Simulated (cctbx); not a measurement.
# A crystallographic session in cctbx: SiSbW

Library: cctbx 2025.11. The data are simulated by the first script.

## 1. Simulate the data

run.py:

```python
from cctbx import adptbx, crystal, miller, sgtbx, xray
from cctbx.array_family import flex
from iotbx.shelx import hklf
from scitbx import matrix
import scitbx.random

cs = crystal.symmetry(unit_cell=(3.735, 3.735, 8.274, 90, 90, 90), space_group_symbol='Hall: P 4ab 2ab -1ab')  # P4/nmm
atoms = [  # label, site, U (iso, or U11 U22 U33 U12 U13 U23 in A^2), occupancy
    ("W1", (0.5, 0, 0.2373), (0.0044, 0.0044, 0.0044, 0.0000, 0.0000, 0.0000), 1),
    ("Sb1", (0.5, 0, 0.615), (0.0052, 0.0052, 0.0050, 0.0000, 0.0000, -0.0000), 1),
    ("Si1", (0.5, 0.5, 0), (0.0075, 0.0075, 0.0074, 0.0000, 0.0000, 0.0000), 0.75),
]
xs = xray.structure(crystal_symmetry=cs)
for label, site, u, occ in atoms:
    u = adptbx.u_cif_as_u_star(cs.unit_cell(), u) if isinstance(u, tuple) else u
    xs.add_scatterer(xray.scatterer(label, site=site, u=u, occupancy=occ))
xs.set_inelastic_form_factors(1.3414, "sasaki")
xs.show_summary()
p1 = xs.expand_to_p1()
ms = miller.build_set(p1, anomalous_flag=True, d_min=0.8)
flex.set_random_seed(773622)
scitbx.random.set_random_seed(773622)
ms = ms.select(flex.random_double(ms.size()) < 0.95)
i = ms.structure_factors_from_scatterers(p1, algorithm="direct").f_calc().as_intensity_array().data()
i = i / flex.sqrt(1 + 0.3 * i / flex.max(i))  # extinction
i = i * 20000 / flex.max(i)
sig = flex.sqrt(i + flex.pow2(0.06 * i) + 8 ** 2)
noise = scitbx.random.variate(scitbx.random.normal_distribution())(i.size())
data = ms.array(data=i + sig * noise, sigmas=sig).set_observation_type_xray_intensity()
with open("data.hkl", "w") as f:
    data.export_as_shelx_hklf(f)
print("reflections written:", data.size(), " <I/sigma> = %.1f" % flex.mean(data.data() / data.sigmas()))
for h, a, b in list(data.sort("data"))[:12]:
    print("%4d%4d%4d %9.1f %7.1f" % (h + (a, b)))
```

```console
$ python run.py
```

```text
Number of scatterers: 3
At special positions: 3
Unit cell: (3.735, 3.735, 8.274, 90, 90, 90)
Space group: P 4/n m m :1 (No. 129)
reflections written: 907  <I/sigma> = 12.4
   0   2   0   22506.9  1208.3
  -2   0   0   21428.9  1208.3
   0  -2   0   20136.6  1208.3
  -1  -1   0   20015.6  1142.6
   2   0   0   19790.9  1208.3
   1  -1   0   18958.2  1142.6
  -1   1   0   18583.5  1142.6
   1   1   0   17090.7  1142.6
   0   1  -3   16826.1  1010.9
  -1   0   3   16560.3  1010.9
   1   0   3   16049.5  1010.9
  -1   0  -3   16020.1  1010.9
```

It took 0.33 s on 1 thread of Arm Neoverse N1, with other jobs on the host, peak memory 0.07 GiB.

## 2. Refinement

run.py:

```python
import math
from cctbx import adptbx, crystal, maptbx, sgtbx, xray
from cctbx.array_family import flex
from cctbx.xray import observations
from iotbx.shelx import hklf
from scitbx.lstbx import normal_eqns_solving
from smtbx import absolute_structure, utils
from smtbx.refinement import constraints, least_squares

cs = crystal.symmetry(unit_cell=(3.735, 3.735, 8.274, 90, 90, 90), space_group_symbol='Hall: P 4ab 2ab -1ab')  # P4/nmm
atoms = [  # label, site, U (iso, or U11 U22 U33 U12 U13 U23 in A^2), occupancy
    ("W1", (0.5, 0, 0.2373), 0.0200, 1),
    ("Sb1", (0.5, 0, 0.615), 0.0200, 1),
    ("Si1", (0.5, 0.5, 0), 0.0200, 1),
]
xs = xray.structure(crystal_symmetry=cs)
for label, site, u, occ in atoms:
    u = adptbx.u_cif_as_u_star(cs.unit_cell(), u) if isinstance(u, tuple) else u
    xs.add_scatterer(xray.scatterer(label, site=site, u=u, occupancy=occ))
xs.set_inelastic_form_factors(1.3414, "sasaki")
xs.convert_to_anisotropic()
raw = hklf.reader(file_name="data.hkl").as_miller_arrays(crystal_symmetry=cs, anomalous=True)[0]
merged = raw.eliminate_sys_absent().merge_equivalents()
fo2 = merged.array().set_observation_type_xray_intensity()
print("Rint %.3f, %d unique reflections to %.2f A" % (merged.r_int(), fo2.size(), fo2.d_min()))
for sc in xs.scatterers():
    sc.flags.set_grad_site(True)
    sc.flags.set_grad_u_aniso(sc.flags.use_u_aniso())
    sc.flags.set_grad_u_iso(sc.flags.use_u_iso())
obs = fo2.as_xray_observations()
extra = {}
rep = constraints.reparametrisation(xs, [], utils.connectivity_table(xs), **extra)
ls = least_squares.crystallographic_ls(obs, rep, weighting_scheme=least_squares.mainstream_shelx_weighting(a=0, b=0))
print("cycle     R1     wR2    GooF  max shift (A)")
for cycle in range(12):
    ls.build_up()
    r1, wr2, goof = ls.r1_factor(cutoff_factor=2)[0], ls.wR2(), ls.goof()
    old = xs.sites_cart()
    normal_eqns_solving.levenberg_marquardt_iterations(ls, n_max_iterations=3, tau=1e-06, step_threshold=1e-7)
    big = flex.max((xs.sites_cart() - old).norms())
    print("%4d %7.4f %7.4f %7.3f %9.5f" % (cycle + 1, r1, wr2, goof, big))
    ls.build_up(objective_only=True)
    if abs(ls.wR2() - wr2) < 5e-5 and big < 5e-4:
        break
ls.build_up()
print("final R1 %.4f wR2 %.4f GooF %.3f  parameters %d  data/parameter %.1f" % (ls.r1_factor(cutoff_factor=2)[0], ls.wR2(), ls.goof(), ls.n_parameters, fo2.size() / ls.n_parameters))
cov = ls.covariance_matrix_and_annotations()
su = dict(zip(cov.annotations, (math.sqrt(max(v, 0)) for v in cov.matrix.matrix_packed_u_diagonal())))
a2 = cs.unit_cell().reciprocal_parameters()[0] ** -2
print("atom        x        y        z      Ueq    occ   su(xyz)  su(Uiso or U11)")
for sc in xs.scatterers():
    s = max(su.get(sc.label + k, 0) for k in (".x", ".y", ".z"))
    npd = "" if sc.is_positive_definite_u(cs.unit_cell()) else "  NPD"
    print("%-5s %8.5f %8.5f %8.5f %8.4f %6.3f %8.5f %7.4f%s" % ((sc.label,) + sc.site + (sc.u_iso_or_equiv(cs.unit_cell()), sc.occupancy, s, su.get(sc.label + ".uiso", su.get(sc.label + ".u11", 0) * a2), npd)))
fo = fo2.f_sq_as_f()
fc = fo.structure_factors_from_scatterers(xs, algorithm="direct").f_calc()
diff = fo.f_obs_minus_f_calc(1 / math.sqrt(ls.scale_factor()), fc).average_bijvoet_mates()
m = diff.fft_map(symmetry_flags=maptbx.use_space_group_symmetry, resolution_factor=0.25).apply_volume_scaling()
print("difference map: max %.2f min %.2f rms %.2f" % (m.statistics().max(), m.statistics().min(), m.statistics().sigma()))
peaks = m.peak_search(parameters=maptbx.peak_search_parameters(min_distance_sym_equiv=0.6, max_clusters=6)).all()
near = xs.closest_distances(peaks.sites(), distance_cutoff=4)
sps = cs.special_position_settings(min_distance_sym_equiv=0.5)
for k, (x, h) in enumerate(zip(peaks.sites(), peaks.heights())):
    ss = sps.site_symmetry(x)
    print("Q%-3d %7.4f %7.4f %7.4f %4d %7.2f  %.2f A from %s" % ((k + 1,) + tuple(t % 1 for t in ss.exact_site()) + (ss.multiplicity(), h, near.smallest_distances[k], xs.scatterers()[near.i_seqs[k]].label)))
```

```console
$ python run.py
```

```text
Rint 0.049, 97 unique reflections to 0.81 A
cycle     R1     wR2    GooF  max shift (A)
   1  0.1290  0.2957  11.868   0.00052
   2  0.0216  0.0554   2.224   0.00001
final R1 0.0216 wR2 0.0554 GooF 2.224  parameters 8  data/parameter 12.1
atom        x        y        z      Ueq    occ   su(xyz)  su(Uiso or U11)
W1     0.50000  0.00000  0.23731   0.0033  1.000  0.00008  0.0004
Sb1    0.50000  0.00000  0.61493   0.0042  1.000  0.00012  0.0004
Si1    0.50000  0.50000  0.00000   0.0213  1.000  0.00000  0.0015
difference map: max 0.68 min -2.67 rms 0.40
Q1    0.1201  0.3799  0.5678    8    0.70  1.64 A from Sb1
Q2    0.0000  0.2916  0.9401    8    0.61  1.20 A from Si1
Q3    0.0000  0.3459  0.6676    8    0.59  0.97 A from W1
Q4    0.2264  0.2736  0.2041    8    0.56  1.47 A from W1
Q5    0.0000  0.1504  0.2358    8    0.55  1.80 A from Sb1
Q6    0.0000  0.1594  0.5577    8    0.54  1.91 A from Sb1
```

Time: 0.49 s.

This run holds a fault made on purpose: disorder ignored: each site full, of its main element.

## 3. Refinement (occupancies of the disordered sites free, main element alone)

run.py, as its changes from the last script of this kind:

```diff
@@ -12,3 +12,3 @@
-    ("W1", (0.5, 0, 0.2373), 0.0200, 1),
-    ("Sb1", (0.5, 0, 0.615), 0.0200, 1),
-    ("Si1", (0.5, 0.5, 0), 0.0200, 1),
+    ("W1", (0.5, 0, 0.23731), 0.0120, 1),
+    ("Sb1", (0.5, 0, 0.61493), 0.0120, 1),
+    ("Si1", (0.5, 0.5, 0), 0.0120, 1),
@@ -29,0 +30 @@
+    sc.flags.set_grad_occupancy(sc.label in ('Si1',))
@@ -35 +36 @@
-for cycle in range(12):
+for cycle in range(20):
@@ -54,0 +56 @@
+print("su of occupancy Si1: %.3f" % su["Si1.occ"])
```

```console
$ python run.py
```

```text
Rint 0.049, 97 unique reflections to 0.81 A
cycle     R1     wR2    GooF  max shift (A)
   1  0.0795  0.1866   7.534   0.00025
   2  0.0195  0.0479   1.933   0.00015
   3  0.0180  0.0429   1.731   0.00012
   4  0.0170  0.0391   1.579   0.00009
   5  0.0162  0.0364   1.471   0.00007
   6  0.0157  0.0346   1.398   0.00005
   7  0.0154  0.0335   1.351   0.00004
   8  0.0153  0.0328   1.322   0.00003
   9  0.0153  0.0323   1.305   0.00002
  10  0.0154  0.0321   1.295   0.00002
  11  0.0154  0.0319   1.289   0.00001
  12  0.0154  0.0319   1.286   0.00001
final R1 0.0154 wR2 0.0318 GooF 1.284  parameters 9  data/parameter 10.8
atom        x        y        z      Ueq    occ   su(xyz)  su(Uiso or U11)
W1     0.50000  0.00000  0.23734   0.0036  1.000  0.00004  0.0002
Sb1    0.50000  0.00000  0.61503   0.0045  1.000  0.00007  0.0003
Si1    0.50000  0.50000  0.00000   0.0071  0.758  0.00000  0.0013
su of occupancy Si1: 0.016
difference map: max 0.61 min -2.87 rms 0.35
Q1    0.1140  0.3860  0.5653    8    0.64  1.61 A from Sb1
Q2    0.0000  0.3599  0.6570    8    0.63  1.02 A from W1
Q3    0.0000  0.5000  0.5695    2    0.61  1.53 A from Sb1
Q4    0.0000  0.0000  0.0936    4    0.61  0.77 A from Si1
Q5    0.0000  0.1570  0.5578    8    0.51  1.92 A from Sb1
Q6    0.2269  0.2731  0.2032    8    0.51  1.47 A from W1
```

Run time: 0.87 s on 1 thread of Arm Neoverse N1, with other jobs on the host, peak memory 0.09 GiB.

[Logs are printed without paths, hosts, clocks, repeated set-up lines and the standing remarks that a program may print on its own settings, such as how far it seeks lower states.]
